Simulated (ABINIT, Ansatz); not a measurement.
# CsCaBr3 (Pm-3m): modes at Γ and the response to a field, part 3 of 3

Aim: the zone-centre modes of CsCaBr3 (Pm-3m).

ABINIT 10.8.3; DFT LDA, scalar-relativistic, plane waves, PseudoDojo norm-conserving pseudopotentials.

So far. Step 5 (Linear response at Γ): The acoustic modes at Γ come out as far as 0.9 cm⁻¹ from zero, where they should vanish, a small numerical error; the Born charges miss their sum rule by 0.013 e, which is good. Step 6 (Zone-centre analysis): The rule moves no optical mode by more than 0.1 cm⁻¹.

The structure was built from a prototype and need not be the compound's stable phase.

### 8. A second program

A second program on the same cell, potentials, cutoff and meshes tests the implementation of the phonon response, not its convergence. Its field response is summed in its own way.

This step: DFT LDA, scalar-relativistic, plane waves, PseudoDojo norm-conserving pseudopotentials (Ansatz 0.2.0).

Contents of input.yaml:

```yaml
crystal:
  lattice:
    - [5.5257780077, 0.0, 0.0]
    - [0.0, 5.5257780077, 0.0]
    - [0.0, 0.0, 5.5257780077]
  atoms:
    - { symbol: Cs, position: [0.0, 0.0, 0.0] }
    - { symbol: Ca, position: [0.5, 0.5, 0.5] }
    - { symbol: Br, position: [0.5, 0.5, 0.0] }
    - { symbol: Br, position: [0.5, 0.0, 0.5] }
    - { symbol: Br, position: [0.0, 0.5, 0.5] }
kpoints:
  mp_grid: { grid: [4, 4, 4] }
hamiltonian:
  xc: lda
  pseudopotentials: { kind: nc, accuracy: standard }
scf:
  occupations: { method: fixed }
output:
  eigenvalues: true
basis:
  ecutwfc: 816.342
phonons:
  method: dfpt
  dielectric: true
  rigid_motions: translations
```

The run is started by

```console
$ ansatz run input.yaml --threads 4 --pin off --max-ram 8192MiB --backend cpu --events-out ev --progress --plain --runs-dir out
```

Output:

```text
Warning: basis.ecutwfc = 816.342 eV is below the records' recommended 979.609905 eV, and the density's cutoff is lower with it unless basis.ecutrho_ratio is high enough to keep the records' density cutoff: compare with a run at a higher cutoff
Engine: ansatz 0.2.0, aarch64-unknown-linux-gnu
Pseudopotentials: kind: nc
Pseudopotential: Cs, nc, valence charge 9, recommended cutoff 653.07327 eV (normal), Cs.nc.azcp (PseudoDojo's, or run here from an input of PseudoDojo's; its table is named by hamiltonian.pseudopotentials.accuracy)
Pseudopotential: Ca, nc, valence charge 10, recommended cutoff 979.609905 eV (normal), Ca.nc.azcp (PseudoDojo's, or run here from an input of PseudoDojo's; its table is named by hamiltonian.pseudopotentials.accuracy)
Pseudopotential: Br, nc, valence charge 7, recommended cutoff 598.650497 eV (normal), Br.nc.azcp (PseudoDojo's, or run here from an input of PseudoDojo's; its table is named by hamiltonian.pseudopotentials.accuracy)
Functional definition: SPW92
  exchange = slater_x
  correlation = pw_c
Crystal: 5 atoms, lattice volume = 168.725 Å³
Basis set: ecut = 816.342 eV, 8925 PW (Γ), exchange–correlation on 108×108×108 points (8 copies of the dense FFT grid, shifted against one another)
Bands: 25, of which v1, the nominal top of the filled ones, is band 20 counted from 1 (19 counted from 0)
Symmetry: 48 space group operations
k-points: 30 of 64 (irreducible under 2 space group operations, time reversal used)
Non-local potential: Cs, projectors of the file, l = 0: 2, l = 1: 2, l = 2: 2, l = 3: 2
Non-local potential: Ca, projectors of the file, l = 0: 2, l = 1: 2, l = 2: 2
Non-local potential: Br, projectors of the file, l = 0: 2, l = 1: 2, l = 2: 2
Initial density: superposition of atomic densities (chi_scale 0.1, normalization cell, long waves kept (reshape's long-wave potential 0.00 eV rms))
Initial wavefunctions: pseudopotential atomic-orbital guess
Functional: x = slater, c = lda
SCF iter   1: F=—  HF=-2990.886044 eV  |F-HF|=—  |Δ(HF+E_count)|=         —  Δρ=4.25e-2  dr2=6.04e0  ethr=3.10e-3  ⟨swp⟩=9.5  Hψ=5792  notcnv=0  defer=92
preconditioner: auto → Resta (q_TF=auto, 2.146 Å⁻¹)  ε∞=4.0  [insulator: Δε(μ)=2.133 eV  Ē_g=9.036 eV  n_scr=26 (ndim 8)  ℏωp=15.7 eV  f_vac=0.000  ε∞_Penn≈4.0]
SCF iter   2: F=—  HF=-2988.907539 eV  |F-HF|=—  |Δ(HF+E_count)|=    1.98e0  Δρ=1.27e-2  dr2=6.54e-1  ethr=3.10e-3  ⟨swp⟩=5.8  Hψ=2406  notcnv=0  defer=67
SCF iter   3: F=—  HF=-2988.647992 eV  |F-HF|=—  |Δ(HF+E_count)|=   2.60e-1  Δρ=5.02e-3  dr2=7.51e-2  ethr=1.63e-3  ⟨swp⟩=4.8  Hψ=1782  notcnv=0  defer=71
SCF iter   4: F=—  HF=-2988.619928 eV  |F-HF|=—  |Δ(HF+E_count)|=   2.81e-2  Δρ=1.11e-3  dr2=2.54e-3  ethr=1.88e-4  ⟨swp⟩=4.8  Hψ=1632  notcnv=0  defer=82
SCF iter   5: F=—  HF=-2988.619605 eV  |F-HF|=—  |Δ(HF+E_count)|=   3.23e-4  Δρ=2.78e-4  dr2=2.83e-4  ethr=6.34e-6  ⟨swp⟩=4.8  Hψ=1610  notcnv=0  defer=83
SCF iter   6: F=—  HF=-2988.619557 eV  |F-HF|=—  |Δ(HF+E_count)|=   4.80e-5  Δρ=7.07e-5  dr2=6.52e-6  ethr=7.08e-7  ⟨swp⟩=3.7  Hψ=1663  notcnv=0  defer=80
SCF iter   7: F=—  HF=-2988.619560 eV  |F-HF|=—  |Δ(HF+E_count)|=   2.99e-6  Δρ=1.25e-5  dr2=4.01e-7  ethr=1.63e-8  ⟨swp⟩=2.2  Hψ=1205  notcnv=0  defer=77
SCF iter   8: F=—  HF=-2988.619716 eV  |F-HF|=—  |Δ(HF+E_count)|=   1.56e-4  Δρ=2.95e-6  dr2=1.04e-8  ethr=1.00e-9  ⟨swp⟩=2.8  Hψ=1487  notcnv=0  defer=74
SCF iter   9: F=—  HF=-2988.619716 eV  |F-HF|=—  |Δ(HF+E_count)|=  3.49e-10  Δρ=4.00e-7  dr2=2.39e-10  ethr=2.59e-11  ⟨swp⟩=2.3  Hψ=1233  notcnv=0  defer=74
SCF iter  10: F=-2988.619716 eV  HF=-2988.619716 eV  |F-HF|=2.73e-12  |Δ(HF+E_count)|=  2.46e-11  Δρ=5.70e-8  dr2=6.79e-12  ethr=1.00e-12  ⟨swp⟩=24.7  Hψ=8352  notcnv=0
SCF 1 converged in 10 iterations: F = -2988.619716 eV  dr2 = 6.79e-12
DFPT response loops at Γ: preconditioner auto → none (the input reference at scf.mixing.eps_inf says where Resta's filter doesn't serve); β = 0.50; Broyden in place of MSR1
── the response to a field inside a basis, on 4×4×4 k-points: an SCF that follows is theirs, and a resumed run solves both again ──
Bands: 21, of which v1, the nominal top of the filled ones, is band 20 counted from 1 (19 counted from 0)
k-points: 4 of 64
Initial density: handed on by an earlier stage of this run
Initial wavefunctions: pseudopotential atomic-orbital guess (no wavefunctions were taken with the density)
Eigensolver: Dense (4 Hₖ)
SCF iter   1: F=—  HF=-2988.610865 eV  |F-HF|=—  |Δ(HF+E_count)|=         —  Δρ=1.12e-4  dr2=3.41e-6  ethr=1.00e-1
preconditioner: auto → Resta (q_TF=auto, 2.146 Å⁻¹)  ε∞=3.5  [insulator: Δε(μ)=4.855 eV  Ē_g=9.890 eV  n_scr=26 (ndim 8)  ℏωp=15.7 eV  f_vac=0.015  ε∞_Penn≈3.5]
SCF iter   2: F=—  HF=-2988.610867 eV  |F-HF|=—  |Δ(HF+E_count)|=   1.46e-6  Δρ=5.70e-5  dr2=8.75e-7  ethr=8.54e-9
SCF iter   3: F=-2988.610868 eV  HF=-2988.610868 eV  |F-HF|=1.66e-9  |Δ(HF+E_count)|=   6.56e-7  Δρ=2.62e-6  dr2=7.78e-9  ethr=2.19e-9
SCF 1 converged in 3 iterations: F = -2988.610868 eV  dr2 = 7.78e-9
DFPT response loops at Γ: mixed as the last ones told, above
SCF converged after 10 iterations
Free energy (F): -2988.619716 eV
Harris-Foulkes:  -2988.619716 eV  (|F-HF|=2.73e-12)
Internal energy: -2988.619716 eV  (E = F + TS)
E sigma→0 (E₀):  -2988.619716 eV
Fermi energy:    2.837210 eV
--- Per-component energies (eV) ---
  E_band       = -258.353811
  E_kinetic    = 863.401354
  E_local      = -2020.405969  (includes V_loc(G=0)·N_el)
  E_nonlocal   = 365.841037
  E_hartree    = 576.005889
  E_xc         = -810.267864
  E_vxc        = -619.202079  (∫ρ·V_xc dr)
  E_ewald      = -1963.194163
  E_smearing   = -0.000000  (= −TS)
  E_closure    = 0.000000  (closes the sum)
  Σ components = -2988.619716   (vs F -2988.619716, Δ=0.00e0)
--- Band table (eV; the first three rows and the last of 30) ---
  k-point 0: bands = [... 16 lower, 2.1478, 2.6034, 2.6034, 2.6034, 7.1978, 7.3010, 7.3010, 7.3010, ... 1 higher]
  k-point 1: bands = [... 16 lower, 1.9906, 2.0272, 2.4757, 2.4757, 7.4092, 7.9293, 7.9293, 7.9806, ... 1 higher]
  k-point 2: bands = [... 16 lower, 1.8147, 1.9160, 2.3735, 2.3735, 7.5373, 8.7363, 8.7363, 8.8341, ... 1 higher]
  k-point 29: bands = [... 16 lower, 1.2730, 2.8372, 2.8372, 2.8372, 8.6523, 8.6523, 8.6523, 8.8958, ... 1 higher]
--- Phonons (Γ-DFPT): 4 representative perturbations + reference, on 30 of 64 k-points (Σ response iterations 14) ---
  k mesh reduced under 2 symmetry operations, with k and −k counted as one. Each operation leaves every solved perturbation unchanged. A smaller set is not considered because the run solves the response to a homogeneous field
  ASR residual: 2.698e-4 → 0.000e0 eV/Å²; symmetrization residual: 8.272e-6 eV/Å²
  ASR residual per site (eV/Å²): 1.05e-4 2.70e-4 1.93e-5 1.93e-5 1.93e-5
  Γ frequencies (cm⁻¹): 0.00 0.00 0.00 33.62 33.62 33.62 36.02 36.02 36.02 66.86 66.86 66.86 232.20 232.20 232.20
  ε∞ (high-frequency dielectric tensor):
        3.306143     0.000000     0.000000
        0.000000     3.306143     0.000000
        0.000000     0.000000     3.306143
  ε⁰ (static dielectric tensor: ions relaxed, cell fixed):
       12.918086    -0.000000     0.000000
       -0.000000    12.918086     0.000000
        0.000000     0.000000    12.918086
  ε⁰ − ε∞ (ionic part):
        9.611943    -0.000000     0.000000
       -0.000000     9.611943     0.000000
        0.000000     0.000000     9.611943
  softest optical mode at Γ: 33.62 cm⁻¹; the repairs (sum rule, projections) moved no ω² at Γ by more than (1.63 cm⁻¹)²
  Born effective charges Z* (e; rows j = field, columns β = displacement):
    site 0:
         1.35395    0.00000   -0.00000
        -0.00000    1.35395    0.00000
        -0.00000    0.00000    1.35395
    site 1:
         2.47495    0.00000   -0.00000
         0.00000    2.47495    0.00000
         0.00000    0.00000    2.47495
    site 2:
        -0.89735    0.00000    0.00000
        -0.00000   -0.89735    0.00000
         0.00000    0.00000   -2.03420
    site 3:
        -0.89735    0.00000    0.00000
         0.00000   -2.03420    0.00000
         0.00000    0.00000   -0.89735
    site 4:
        -2.03420   -0.00000   -0.00000
        -0.00000   -0.89735    0.00000
         0.00000    0.00000   -0.89735
  Z* charge neutrality: 1.101e-2 e pre-enforcement
  solved inside a basis spanned on kpoints, on 4×4×4 k-points, its susceptibility summed on 8×8×8: ε∞ is read to err by 9.4e-3, Z* by 1.5e-2 e (field_mesh: kpoints solves on kpoints); Z* is corrected for what the basis lacks
  optical modes at Γ without the LO–TO term, one row a degenerate level:
      ω (cm⁻¹)  modes    IR ((D/Å)²/amu)
         33.62      3             1.9889
         36.02      3             0.0000
         66.86      3             1.2293
        232.20      3            13.2938
  optical modes at Γ + LO–TO along q̂ = [1.0000, 0.0000, 0.0000]:
      ω (cm⁻¹)  modes    IR ((D/Å)²/amu)
         33.62      2             1.3260
         36.02      3             0.0000
         48.53      1             0.1279
         66.86      2             0.8195
         79.27      1             0.4515
        232.20      2             8.8626
        268.19      1             4.9246
  optical modes at Γ + LO–TO along q̂ = [0.0000, 1.0000, 0.0000]:
      ω (cm⁻¹)  modes    IR ((D/Å)²/amu)
         33.62      2             1.3260
         36.02      3             0.0000
         48.53      1             0.1279
         66.86      2             0.8195
         79.27      1             0.4515
        232.20      2             8.8626
        268.19      1             4.9246
  optical modes at Γ + LO–TO along q̂ = [0.0000, 0.0000, 1.0000]:
      ω (cm⁻¹)  modes    IR ((D/Å)²/amu)
         33.62      2             1.3260
         36.02      3             0.0000
         48.53      1             0.1279
         66.86      2             0.8195
         79.27      1             0.4515
        232.20      2             8.8626
        268.19      1             4.9246
```

It took 76 s on 4 threads of Arm Neoverse V1, shared host; peak memory 1.9 GiB; 4.9 min of CPU time.

Read from the output:

* sum-rule residual before enforcement: 2.70e-4 eV/Å²
* miss of the charge sum rule: 0.01101 e
* estimated error of the dielectric tensor: 0.009441
* estimated error of the Born charges: 0.01509 e
* mean high-frequency dielectric constant: 3.306
* largest Born charge in size (third of the trace): 2.475 e
* mean static dielectric constant: 12.92

Transverse modes. Infrared lines, with heights relative to the strongest:

| position (cm⁻¹) | label | IR intensity ((D/Å)²/amu), degenerate modes summed, relative |
| --- | --- | --- |
| 34 | T1u | 15 |
| 36 | T2u | 0.0 |
| 67 | T1u | 9.2 |
| 232 | T1u | 100 |

### 9. The two compared: ABINIT PseudoDojo and Ansatz, PseudoDojo

Numbers from this step:

| Item | Value |
| --- | --- |
| root-mean-square difference | 0 cm⁻¹ |
| largest difference | 0 cm⁻¹ |

The two runs side by side. Further quantities:

| quantity | ABINIT PseudoDojo | Ansatz, PseudoDojo |
| --- | --- | --- |
| mean ε∞ | 3.314 | 3.306 |
| largest Born charge in size (e; the first before, the second after the charge sum rule) | 2.472 | 2.475 |
| summed IR intensity ((D/Å)²/amu) | 16.55 | 16.51 |

At the zone centre the largest difference (acoustic modes at Γ apart) is 0.004 % of the highest mode.

### 10. Outcome

```
space group after relaxation                                           : Pm-3m
volume per atom                                                        : 33.7 Å³
highest optical zone-centre mode (no LO-TO term)                       : 232.2 cm⁻¹
lowest optical zone-centre mode                                        : 33.6 cm⁻¹
highest mode moved by the LO-TO term                                   : 268.2 cm⁻¹
mean high-frequency dielectric constant                                : 3.31
largest Born charge in size (third of the trace)                       : 2.47 e
mean static dielectric constant                                        : 12.9
imaginary optical modes at the zone centre (no q mesh in this session) : none
largest difference from Ansatz, PseudoDojo                             : 0 cm⁻¹
```

What this shows: At the LDA level the optical modes of CsCaBr3 (Pm-3m) at the zone centre (no LO-TO term) run from 34 to 232 cm⁻¹. Along the directions run, the highest mode that the macroscopic field moves lies at 268 cm⁻¹. Lattice motion raises the mean dielectric constant from 3.314 to 12.94. ABINIT PseudoDojo and Ansatz, PseudoDojo agree to 0.01 cm⁻¹ (0.004 % of the highest mode compared) on all solved modes but the acoustic ones at Γ, without the LO-TO term. These are harmonic frequencies at zero temperature: anharmonic shifts and linewidths and thermal expansion are left out. Spin-orbit coupling is left out, which can matter for the heavy elements here. Ansatz warns that the cutoff lies 17 % under the one recommended for these files; agreement at one cutoff is not convergence. The structure is a hypothetical one, built on a prototype.

[Host names and launcher messages were left out of these logs when they were recorded.]

[Logs are printed without paths, hosts, clocks, repeated set-up lines and the standing remarks that a program may print on its own settings, such as how far it seeks lower states.]

[Hosts, paths, dates, database ids (printed as entryN), source tags and the programs' standing remarks are cut or masked in the printed files.]
